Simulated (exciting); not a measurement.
Consider ScF3, space group R-3c.

```cif
data_structure
_symmetry_space_group_name_H-M 'P 1'
_symmetry_Int_Tables_number 1
_cell_length_a 5.5935
_cell_length_b 5.5935
_cell_length_c 5.5935
_cell_angle_alpha 55.913
_cell_angle_beta 55.913
_cell_angle_gamma 55.913
_cell_volume 112.02
loop_
_atom_site_label
_atom_site_type_symbol
_atom_site_fract_x
_atom_site_fract_y
_atom_site_fract_z
_atom_site_occupancy
Sc1 Sc 0.00000 0.00000 0.00000 1
Sc2 Sc 0.50000 0.50000 0.50000 1
F3 F 0.25000 0.85230 0.64770 1
F4 F 0.85230 0.64770 0.25000 1
F5 F 0.64770 0.25000 0.85230 1
F6 F 0.75000 0.14770 0.35230 1
F7 F 0.14770 0.35230 0.75000 1
F8 F 0.35230 0.75000 0.14770 1
```

Absorber: atom 3, with 2 Sc at 1.99 Å (bent, 149°, site symmetry 2). Method: exciting, all-electron LAPW+lo, LDA, exchange and screened direct term (singlet BSE), 3×3×3 shifted k points, 48 conduction bands, |G+q| up to 3 bohr⁻¹, full RPA screening with nempty = 80, Lorentzian half width 0.45 eV.

Q: Predict the F K near-edge structure at this level.

Bound core exciton? Yes on this mesh: the first bright state (over 5 % of the brightest) lies at -2.72 eV from the Kohn–Sham onset. Maxima (height): -2.7 eV (1.00), -0.5 eV (0.71), 2.3 eV (0.41), 5.0 eV (0.45), 7.5 eV (0.44), 9.8 eV (0.29) and 21.2 eV (0.19); 1 lower ones aren't listed.

Energy from the Kohn–Sham onset, core level to the lowest empty state found on the meshes used; Im ε in relative units:

```tsv
E (eV)	Im ε
-6.5	0.02
-6.0	0.03
-5.5	0.04
-5.0	0.05
-4.5	0.07
-4.0	0.12
-3.5	0.25
-3.0	0.67
-2.5	0.88
-2.0	0.39
-1.5	0.31
-1.0	0.51
-0.5	0.71
0.0	0.51
0.5	0.31
1.0	0.34
1.5	0.39
2.0	0.39
2.5	0.41
3.0	0.39
3.5	0.35
4.0	0.37
4.5	0.43
5.0	0.45
5.5	0.42
6.0	0.40
6.5	0.39
7.0	0.41
7.5	0.43
8.0	0.37
8.5	0.31
9.0	0.27
9.5	0.27
10.0	0.28
10.5	0.25
11.0	0.22
11.5	0.20
12.0	0.19
12.5	0.19
13.0	0.18
13.5	0.18
14.0	0.17
14.5	0.17
15.0	0.17
15.5	0.17
16.0	0.15
16.5	0.13
17.0	0.13
17.5	0.14
18.0	0.15
18.5	0.17
19.0	0.17
19.5	0.16
20.0	0.16
20.5	0.17
21.0	0.18
21.5	0.18
22.0	0.15
22.5	0.13
```

Binding energies aren't converged on 27 k points, and fine structure above the first lines is partly noise of the mesh. The kernel cutoff is low for a compact core orbital, so the effect of exchange is a lower bound. The zero comes from the unshifted 3×3×3 ground-state mesh; it is exact only where the band minimum lies on that mesh. The structure is a published determination, not relaxed.

[Banner, clock and machine lines of the logs are left out without a mark of their own.]

[Logs are printed without paths, hosts, clocks, repeated set-up lines and the standing remarks that a program may print on its own settings, such as how far it seeks lower states.]

[Hosts, paths, dates, database ids (printed as entryN), source tags and the programs' standing remarks are cut or masked in the printed files.]
